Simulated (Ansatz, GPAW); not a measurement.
# S/W(110): simulated STM images, part 2 of 3

Aim: Tersoff-Hamann images of S/W(110) at several biases.

GPAW 26.7.0 and Ansatz 0.2.0; GPAW, PAW setups; slab in vacuum (the session's first sound run).

So far, dipole along the normal (e·Å): step 2 (relaxing the atoms) 0.0231; step 3 (bands at fixed density, height 4 Å, STM [-1.5, 2.0] V) 0.0233.

### 4. A second plane-wave code

A second program with its own datasets checks the number independently.

This step: Ansatz plane waves; slab in vacuum with a dipole correction (Ansatz 0.2.0).

Contents of input.yaml:

```yaml
crystal:
  lattice:
    - [2.2344574285, -1.58, 0.0]
    - [2.2344574285, 1.58, 0.0]
    - [0.0, 0.0, 25.0192333026]
  atoms:
    - { symbol: W, position: [0.0, 0.0, 0.319754003] }
    - { symbol: W, position: [0.5000005754, 0.5000005754, 0.4090636942] }
    - { symbol: W, position: [0.0, 0.0, 0.4991934823] }
    - { symbol: W, position: [0.5000005754, 0.5000005754, 0.5907085663] }
    - { symbol: S, position: [0.0, 0.0, 0.6647907012] }
kpoints:
  mp_grid: { grid: [12, 12, 1] }
hamiltonian:
  xc: pbe
scf:
  occupations: { method: fermi_dirac, width: 0.1 }
efield:
  axis: 3
  dipole_correction: true
  ramp_width: 0.05
output:
  forces: true
  band_densities: [{ e_range: [-1.5, 0] }, { e_range: [0, 2.0] }]
  write_potential: true
  write_density: true
  volumetric_format: npy
  elf: true
```

The run is started by

```console
$ ansatz run input.yaml --threads 4 --pin off --max-ram 8192MiB --backend cpu --events-out ev --progress --plain --runs-dir out
```

Numbers of over 12 decimals in the logs are rounded to 6 here.

The program printed:

```text
Warning: the atoms were moved onto the symmetric positions of the space group found under crystal.symmetry.tolerance 1.0e-5 (fractional; no operation is sought that the atoms, as they stand in a round, miss by more than twice it, and no atom is moved by as much as it), and the run uses the moved positions. Before a round's move an operation carried an atom to 3.09e-6 Å from where it should land, the largest such dist [...]
Engine: ansatz 0.2.0, aarch64-unknown-linux-gnu
Pseudopotentials: kind: paw
Pseudopotential: W, paw, valence charge 14, recommended cutoff 420 eV (normal), W.paw.azcp
Pseudopotential: S, paw, valence charge 6, recommended cutoff 420 eV (normal), S.paw.azcp
Functional definition: PBE
  parameter kappa = 0.804
  parameter beta = 0.066725
  exchange = pbe_x(kappa = kappa, mu = beta*pi^2/3)
  correlation = pbe_c(beta = beta)
Crystal: 5 atoms, lattice volume = 176.658 Å³
Basis set: ecut = 420 eV, 3521 PW (Γ), exchange–correlation on 40×40×360 points (8 copies of the dense FFT grid, shifted against one another)
Bands: 38, of which v1, the nominal top of the filled ones, is band 31 counted from 1 (30 counted from 0)
Symmetry: 4 space group operations
Space group: Cmm2 (ITA 35), of the structure as read, at distance tolerance 5.6e-5 Å
k-points: 43 of 144
Non-local potential: W, projectors of the file, l = 0: 3, l = 1: 2, l = 2: 2, l = 3: 1
Non-local potential: S, projectors of the file, l = 0: 2, l = 1: 2, l = 2: 2
PAW form: soft (Blöchl's): semilocal exchange-correlation on the pseudo side does not see the compensation charge
PAW one-centre angular grid: W, 590 points (default); XC on 64 Gauss nodes
PAW one-centre angular grid: S, 110 points (default); XC on 64 Gauss nodes
Initial density: superposition of atomic densities (neutral atoms: chi_scale 0, normalization atom), corrected by the library's trained network
Initial wavefunctions: pseudopotential atomic-orbital guess
Functional: x = pbe(κ = 0.804, μ = 0.219515), c = pbe(β = 0.066725)
SCF iter   1: F=—  HF=-42439.360534 eV  |F-HF|=—  |Δ(HF+E_count)|=         —  Δρ=7.79e-3  dr2=3.06e0  ethr=1.77e-3  p=0.031 e·Å  D=3.22e-2 V/Å  ΔV_dip=-0.81 eV  dr2_dipole=1.78e0  V_vac-E_F(+/−)=4.33/5.13 eV  ⟨swp⟩=8.8  Hψ=8342  notcnv=0
efield: sawtooth ramp at fractional position 0.9673 (placed from the atoms, in the widest stretch of the axis that holds none; the zero of the levels goes with the place), width 0.0500; the density the first Hamiltonian is built on has a dipole p = 0.031 e·Å; the dipole correction subtracts the counter field D = 3.22e-2 V/Å, which shifts the + side's vacuum level by -0.81 eV against the − side's; the planar-averaged density in the ramp window peaks in size at 3.6e-5 e/Å³
preconditioner: auto → LDOS  [metal: Δε(μ)=0.026 eV  Ē_g=5.855 eV  σ=0.100 eV  W_gap=0.07  n_scr=18 (ndim 8)  ℏωp=15.3 eV  f_vac=0.509  D(μ)=3.50/eV (n_scr^D=14)  β→1.0]
SCF iter   2: F=—  HF=-42439.315022 eV  |F-HF|=—  |Δ(HF+E_count)|=   4.55e-2  Δρ=2.11e-3  dr2=4.57e-2  ethr=1.77e-3  p=0.023 e·Å  D=2.36e-2 V/Å  ΔV_dip=-0.59 eV  dr2_dipole=1.65e-4  V_vac-E_F(+/−)=4.28/4.87 eV  ⟨swp⟩=1.2  Hψ=1985  notcnv=0
SCF iter   3: F=—  HF=-42439.312888 eV  |F-HF|=—  |Δ(HF+E_count)|=   2.13e-3  Δρ=7.64e-4  dr2=5.00e-3  ethr=7.37e-5  p=0.023 e·Å  D=2.33e-2 V/Å  ΔV_dip=-0.58 eV  dr2_dipole=2.84e-4  V_vac-E_F(+/−)=4.30/4.88 eV  ⟨swp⟩=2.1  Hψ=2001  notcnv=0
SCF iter   4: F=—  HF=-42439.312564 eV  |F-HF|=—  |Δ(HF+E_count)|=   3.25e-4  Δρ=1.19e-4  dr2=6.26e-5  ethr=8.07e-6  p=0.023 e·Å  D=2.37e-2 V/Å  ΔV_dip=-0.59 eV  dr2_dipole=2.22e-5  V_vac-E_F(+/−)=4.29/4.88 eV  ⟨swp⟩=2.1  Hψ=2055  notcnv=0
SCF iter   5: F=—  HF=-42439.312629 eV  |F-HF|=—  |Δ(HF+E_count)|=   6.57e-5  Δρ=4.12e-5  dr2=5.61e-6  ethr=1.01e-7  p=0.023 e·Å  D=2.36e-2 V/Å  ΔV_dip=-0.59 eV  dr2_dipole=8.45e-7  V_vac-E_F(+/−)=4.29/4.88 eV  ⟨swp⟩=3.2  Hψ=3545  notcnv=0
SCF iter   6: F=—  HF=-42439.312630 eV  |F-HF|=—  |Δ(HF+E_count)|=   4.70e-7  Δρ=1.26e-5  dr2=9.84e-7  ethr=9.04e-9  p=0.023 e·Å  D=2.37e-2 V/Å  ΔV_dip=-0.59 eV  dr2_dipole=1.35e-7  V_vac-E_F(+/−)=4.29/4.88 eV  ⟨swp⟩=2.3  Hψ=2675  notcnv=0
SCF iter   7: F=-42439.312630 eV  HF=-42439.312630 eV  |F-HF|=4.67e-8  |Δ(HF+E_count)|=   3.35e-7  Δρ=4.07e-6  dr2=4.96e-8  ethr=1.61e-10  p=0.023 e·Å  D=2.37e-2 V/Å  ΔV_dip=-0.59 eV  dr2_dipole=2.47e-9  V_vac-E_F(+/−)=4.29/4.88 eV  ⟨swp⟩=14.2  Hψ=15975  notcnv=0
SCF 1 converged in 7 iterations: F = -42439.312630 eV  dr2 = 4.96e-8
  greatest PAW one-centre occupation: 1.000 electrons in one spin orbital (limit 2), on the W atom at site 0 (counted from 0), in its partial waves of l = 0
NSCF: frozen V_eff on 43 k-points
efield: sawtooth ramp at fractional position 0.9673 (kept from the solve that this one continues, or follows in the run), width 0.0500; the density the first Hamiltonian is built on has a dipole p = 0.023 e·Å; the dipole correction subtracts the counter field D = 2.37e-2 V/Å, which shifts the + side's vacuum level by -0.59 eV against the − side's; the planar-averaged density in the ramp window peaks in size at 1.5e-6 e/Å³
WARN: The input density's exchange-correlation potential varies sharply where the density is thin. Do not read a vacuum level from v_tot or v_xc, or from such a field of the output density. On a cell that repeats whose density bears no net charge and no dipole along the vacuum's axis use v_es (v_loc + v_h of the components); under efield.dipole_correction with no amplitude use v_es + v_field, which holds any external [...]
SCF converged after 7 iterations
Free energy (F): -42439.312630 eV
Harris-Foulkes:  -42439.312630 eV  (|F-HF|=4.67e-8)
Internal energy: -42439.202648 eV  (E = F + TS)
E sigma→0 (E₀):  -42439.257639 eV
Entropy (-TS):   -0.109982 eV (-21.996 meV/atom)
Fermi energy:    6.566087 eV
Dipole field:    D = 0.023627 V/Å  (p = 0.023067 e·Å, saw-weighted, corrected)
Work function:   Φ+ = 4.2875 eV   Φ− = 4.8786 eV
Levels:          The Fermi level and band energies are counted from a zero that moves with the ramp; work functions are not
--- Per-component energies (eV) ---
  E_band       = -1234.655771
  E_kinetic    = 1905.686948
  E_local      = -76443.802306  (includes V_loc(G=0)·N_el)
  E_nonlocal   = 32.843142
  E_hartree    = 37407.818667
  E_xc         = -1163.332837
  E_vxc        = -1040.635195  (∫ρ·V_xc dr)
  E_paw        = -34850.387452  (= ΣΔE_a)
  E_vpaw       = -505.010370  (= ΣTr[D̂ρ^β])
  E_aug_tail   = -0.000235  (compensation charges beyond the density's cutoff)
  E_efield     = 0.000272  (sawtooth field / dipole correction)
  E_vefield    = 0.633097  (∫n·V_field dr)
  E_ewald      = 30671.971153
  E_smearing   = -0.109982  (= −TS)
  E_closure    = 0.000000  (closes the sum)
  Σ components = -42439.312630   (vs F -42439.312630, Δ=0.00e0)
--- Forces (eV/Å), atoms counted from 1 ---
  atom   1  W     -0.00000000     0.00000000     0.45005819
  atom   2  W      0.00000000    -0.00000000    -0.47778444
  atom   3  W     -0.00000000    -0.00000000     0.02743188
  atom   4  W      0.00000000     0.00000000     0.02265730
  atom   5  S      0.00000000     0.00000000    -0.02237950
  max |Σ_I F_I| component: 1.66e-5 eV/Å
--- Band table (eV; the first three rows and the last of 43) ---
  k-point 0: bands = [... 27 lower, 5.0287, 5.0961, 5.2464, 6.2328, 6.6858, 7.5056, 7.9561, 8.0861, ... 3 higher]
  k-point 1: bands = [... 27 lower, 4.8506, 5.0157, 5.4429, 6.2274, 6.5281, 7.1676, 7.8001, 8.1075, ... 3 higher]
  k-point 2: bands = [... 27 lower, 4.5115, 4.8267, 5.5710, 6.1009, 6.6575, 7.0545, 7.4770, 7.9649, ... 3 higher]
  k-point 42: bands = [... 27 lower, 5.3214, 5.6579, 6.3230, 7.2689, 7.7720, 7.9041, 8.1107, 8.5204, ... 3 higher]
--- Band densities, each state counted as filled ---
  window                                       electrons  max residual (eV)  cut levels
  e_range: [-1.5, 0]                            4.722222             1.2e-6           0
  e_range: [0, 2]                               9.180556             3.1e-6           0
```

Elapsed: 15 s, on 4 threads of Arm Neoverse V2, shared host; peak memory 0.67 GiB; 60 s of CPU time.

In the SCF lines HF is the Harris–Foulkes energy and dr2 the Hartree energy of the density residual, in eV; the loop may stop once dr2 is under the threshold and the program's other checks hold. Hψ counts applications of the Hamiltonian.

Numbers from this step:

```
free energy                     : -42439.3126 eV
smearing term TS                : 0.1100 eV
symmetry operations             : 4
upper work function             : 4.288 eV
lower work function             : 4.879 eV
dipole along the normal         : 0.02307 e·Å
dipole field                    : 0.02363 V/Å
vacuum level above              : 10.85 eV
vacuum level below              : 11.44 eV
corrugation e range -1.5 0 4    : 0.03092 Å
decay e range -1.5 0            : 1.285 Å⁻¹
apparent barrier e range -1.5 0 : 6.295 eV, hbar² kappa² / 2m (holds the in-plane momentum too)
corrugation e range 0 2 4       : 0.001202 Å
decay e range 0 2               : 1.033 Å⁻¹
apparent barrier e range 0 2    : 4.069 eV, hbar² kappa² / 2m (holds the in-plane momentum too)
```

The electrostatic potential energy of an electron (with the applied field's), less the Fermi level, planar mean oscillates, so the rows of the table below give means over windows of 2.22 Å about each position, cut where the curve ends. Its maxima inside the range that stand out by 2 % of the span (Å: eV): 9.2: -2.84, 11.4: -2.75, 13.6: -2.52, 15.8: -5.64. Its minima: 8.1: -21.8, 10.3: -22.3, 12.5: -22.3, 14.7: -22.7, 16.5: -11.8.

Electrostatic potential energy of an electron (with the applied field's), less the Fermi level, planar mean against z; means over each step:

| z (Å) | electrostatic potential energy of an electron (with the applied field's), less the Fermi level, planar mean (eV) |
| --- | --- |
| 1.11 | 4.86 |
| 3.33 | 4.88 |
| 5.55 | 4.33 |
| 7.77 | -11.8 |
| 9.99 | -12.8 |
| 12.21 | -12.7 |
| 14.43 | -13.1 |
| 16.65 | -6.98 |
| 18.87 | 4.04 |
| 21.09 | 4.29 |
| 23.31 | 4.29 |

The valence density, planar mean oscillates, so the rows of the table below give means over windows of 2.22 Å about each position, cut where the curve ends. Its maxima inside the range that stand out by 2 % of the span (Å: e/Å³): 8.1: 1.50, 10.3: 1.49, 12.5: 1.50, 14.7: 1.51, 16.3: 0.546. Its minima: 9.2: 0.355, 11.4: 0.342, 13.6: 0.329, 15.7: 0.447.

The valence density, planar mean by z; means over each step:

z (Å), valence density, planar mean (e/Å³) and a bar:
```
     3.33       0.00 
     5.55       0.02 #
     7.77       0.84 ############################
     9.99       0.89 ##############################
    12.21       0.89 ##############################
    14.43       0.88 ##############################
    16.65       0.43 ##############
    18.87       0.01 
    21.09       0.00
```

E_range_-1.5_0. Table of planar mean of the window's density by height over the top atom:

```csv
height over the top atom (Å),planar mean of the window's density (e/Å³)
1.50,0.00298
1.70,0.00168
1.90,9.5e-4
2.10,5.5e-4
2.30,3.2e-4
2.50,1.8e-4
2.70,1.1e-4
2.90,6.4e-5
3.10,3.8e-5
3.30,2.2e-5
3.50,1.3e-5
3.70,7.9e-6
3.90,4.7e-6
4.10,2.8e-6
4.30,1.7e-6
4.50,1.0e-6
4.70,6.1e-7
4.90,3.7e-7
5.10,2.2e-7
5.30,1.3e-7
5.50,8.1e-8
5.70,4.9e-8
5.90,3.0e-8
6.10,1.8e-8
6.30,1.1e-8
6.50,6.7e-9
6.70,4.1e-9
6.90,2.6e-9
7.10,1.7e-9
```

Density over a1 and a2. Constant height 4 Å over the top atom, window e_range_-1.5_0.

Ten even steps from '_' (3.55 × 1e-6 e/Å³) to '@' (3.84 × 1e-6 e/Å³):
```
@@@@@@%%##**++==----::::--====**##%%%%@@
@@@@%%%%##**++==--::::::::--==++**##%%%%
%%%%%%####**++==--::::::::::--==++**##%%
########**++==--::::......::::--==++**##
********++====--::..........::----==++**
++++++++====--::....______....::::--====
========----::....__________....::::--==
--------::::....______________....::::--
----::::::....________________....::::::
::::::::....__________________....::::::
--::::::....________________....::::::--
----::::....______________....::::------
====--::::....__________....::----======
++====--::::....______....::--====++++++
****++==----::..........::--====++******
####**++==--::::......::::--==++**######
%%%%##**++==--::::::::::--==++**####%%%%
@@%%%%##**++==--::::::::--==++**##%%%%@@
@@@@%%%%##**====--::::----==++**##%%@@@@
@@@@@@%%##**++==----::----==++**##%%@@@@
```
Columns: a1 from 0 to 0.95; rows upwards: a2 from 0 to 0.95.

Tip height over the top atom over a1 and a2. Constant current at the density 3.663e-06 e/Å^3, window e_range_-1.5_0.

Values in Å, 12 rows by 16 columns, each cell a mean:
```
4.017 4.016 4.014 4.012 4.007 4.004 4.000 3.997 3.996 3.997 3.999 4.002 4.007 4.010 4.013 4.016
4.014 4.013 4.012 4.010 4.006 4.003 3.999 3.996 3.995 3.995 3.996 3.999 4.003 4.006 4.010 4.012
4.009 4.009 4.009 4.007 4.003 4.000 3.997 3.994 3.992 3.992 3.993 3.995 3.999 4.002 4.005 4.008
4.003 4.004 4.003 4.001 3.999 3.996 3.994 3.992 3.990 3.990 3.990 3.992 3.995 3.997 3.999 4.001
3.999 3.999 3.999 3.997 3.995 3.993 3.991 3.989 3.988 3.988 3.989 3.990 3.992 3.994 3.996 3.998
3.997 3.996 3.996 3.994 3.992 3.990 3.989 3.988 3.987 3.987 3.989 3.990 3.992 3.994 3.995 3.996
3.998 3.997 3.995 3.993 3.991 3.990 3.988 3.988 3.988 3.989 3.990 3.992 3.994 3.996 3.997 3.998
4.001 4.000 3.998 3.995 3.993 3.991 3.989 3.989 3.989 3.991 3.993 3.996 3.998 4.000 4.002 4.002
4.006 4.005 4.002 3.999 3.996 3.993 3.992 3.991 3.991 3.993 3.996 3.999 4.002 4.005 4.006 4.007
4.012 4.010 4.007 4.004 4.000 3.997 3.995 3.993 3.994 3.996 3.999 4.002 4.006 4.010 4.011 4.012
4.016 4.014 4.012 4.008 4.004 4.000 3.998 3.996 3.996 3.998 4.001 4.004 4.008 4.012 4.014 4.016
4.018 4.017 4.014 4.011 4.007 4.002 3.999 3.997 3.997 3.998 4.000 4.004 4.009 4.012 4.015 4.017
```
Columns: a1 from 0 to 0.95; rows upwards: a2 from 0 to 0.95.

E_range_0_2. Table of planar mean of the window's density by height over the top atom:

| height over the top atom (Å) | planar mean of the window's density (e/Å³) |
| --- | --- |
| 1.50 | 0.00958 |
| 1.70 | 0.00607 |
| 1.90 | 0.00388 |
| 2.10 | 0.00251 |
| 2.30 | 0.00163 |
| 2.50 | 0.00107 |
| 2.70 | 7.0e-4 |
| 2.90 | 4.6e-4 |
| 3.10 | 3.0e-4 |
| 3.30 | 2.0e-4 |
| 3.50 | 1.3e-4 |
| 3.70 | 8.7e-5 |
| 3.90 | 5.7e-5 |
| 4.10 | 3.8e-5 |
| 4.30 | 2.5e-5 |
| 4.50 | 1.7e-5 |
| 4.70 | 1.1e-5 |
| 4.90 | 7.4e-6 |
| 5.10 | 4.9e-6 |
| 5.30 | 3.3e-6 |
| 5.50 | 2.2e-6 |
| 5.70 | 1.5e-6 |
| 5.90 | 9.9e-7 |
| 6.10 | 6.6e-7 |
| 6.30 | 4.4e-7 |
| 6.50 | 3.0e-7 |
| 6.70 | 2.0e-7 |
| 6.90 | 1.3e-7 |
| 7.10 | 8.5e-8 |

Density over a1 and a2. Constant height 4 Å over the top atom, window e_range_0_2.

Values in units of 1e-5 e/Å³, 12 rows by 16 columns, each cell a mean:
```
4.7 4.7 4.7 4.7 4.7 4.6 4.6 4.6 4.6 4.6 4.6 4.6 4.7 4.7 4.7 4.7
4.7 4.7 4.7 4.7 4.7 4.6 4.6 4.6 4.6 4.6 4.6 4.6 4.6 4.7 4.7 4.7
4.7 4.7 4.7 4.7 4.7 4.6 4.6 4.6 4.6 4.6 4.6 4.6 4.6 4.6 4.7 4.7
4.6 4.6 4.6 4.6 4.6 4.6 4.6 4.6 4.6 4.6 4.6 4.6 4.6 4.6 4.6 4.6
4.6 4.6 4.6 4.6 4.6 4.6 4.6 4.6 4.6 4.6 4.6 4.6 4.6 4.6 4.6 4.6
4.6 4.6 4.6 4.6 4.6 4.6 4.6 4.6 4.6 4.6 4.6 4.6 4.6 4.6 4.6 4.6
4.6 4.6 4.6 4.6 4.6 4.6 4.6 4.6 4.6 4.6 4.6 4.6 4.6 4.6 4.6 4.6
4.6 4.6 4.6 4.6 4.6 4.6 4.6 4.6 4.6 4.6 4.6 4.6 4.6 4.6 4.6 4.6
4.7 4.6 4.6 4.6 4.6 4.6 4.6 4.6 4.6 4.6 4.6 4.6 4.6 4.7 4.7 4.7
4.7 4.7 4.7 4.6 4.6 4.6 4.6 4.6 4.6 4.6 4.6 4.6 4.7 4.7 4.7 4.7
4.7 4.7 4.7 4.7 4.6 4.6 4.6 4.6 4.6 4.6 4.6 4.6 4.7 4.7 4.7 4.7
4.7 4.7 4.7 4.7 4.7 4.6 4.6 4.6 4.6 4.6 4.6 4.6 4.7 4.7 4.7 4.7
```
Columns: a1 from 0 to 0.95; rows upwards: a2 from 0 to 0.95.

The tip height over the top atom is 4.00 Å all over the map of a1 and a2.

Force by atom:

| atom | x (eV/Å) | y (eV/Å) | z (eV/Å) | size |
| --- | --- | --- | --- | --- |
| W1 | 0.000 | 0.000 | 0.450 | 0.450 |
| W2 | 0.000 | 0.000 | -0.478 | 0.478 |
| W3 | 0.000 | 0.000 | 0.027 | 0.027 |
| W4 | 0.000 | 0.000 | 0.023 | 0.023 |
| S5 | 0.000 | 0.000 | -0.022 | 0.022 |

Band density in the ca plane at fractional y = 0.000, with atoms of W and S within 0.2 Å of it.

Ten even steps from '0' (0.00 Å⁻³) to '9' (0.25 Å⁻³), each cell a mean:
```
78963100111343442100001332310000000000000000
79842101111134421111101245310000000000000000
66421111111113211012210122100000000000000000
54211112110012110012210011000000000000000000
54311111110112210012210011100000000000000000
68631111111124321011110244210000000000000000
79962100111244431111001344310000000000000000
86763100112343442100001310210000000000000000
```
Columns run along c (16.0 Å, from fractional 0.31 to 0.95 of the cell), rows up along a (2.7 Å). Atoms in or near the plane, at fractional coordinates: W at (0.32, 0.00), W at (0.50, 0.00), S at (0.66, 0.00).

(Part 2 of 3 ends here.)

[Logs are printed without paths, hosts, clocks, repeated set-up lines and the standing remarks that a program may print on its own settings, such as how far it seeks lower states.]

[Hosts, paths, dates, database ids (printed as entryN), source tags and the programs' standing remarks are cut or masked in the printed files.]
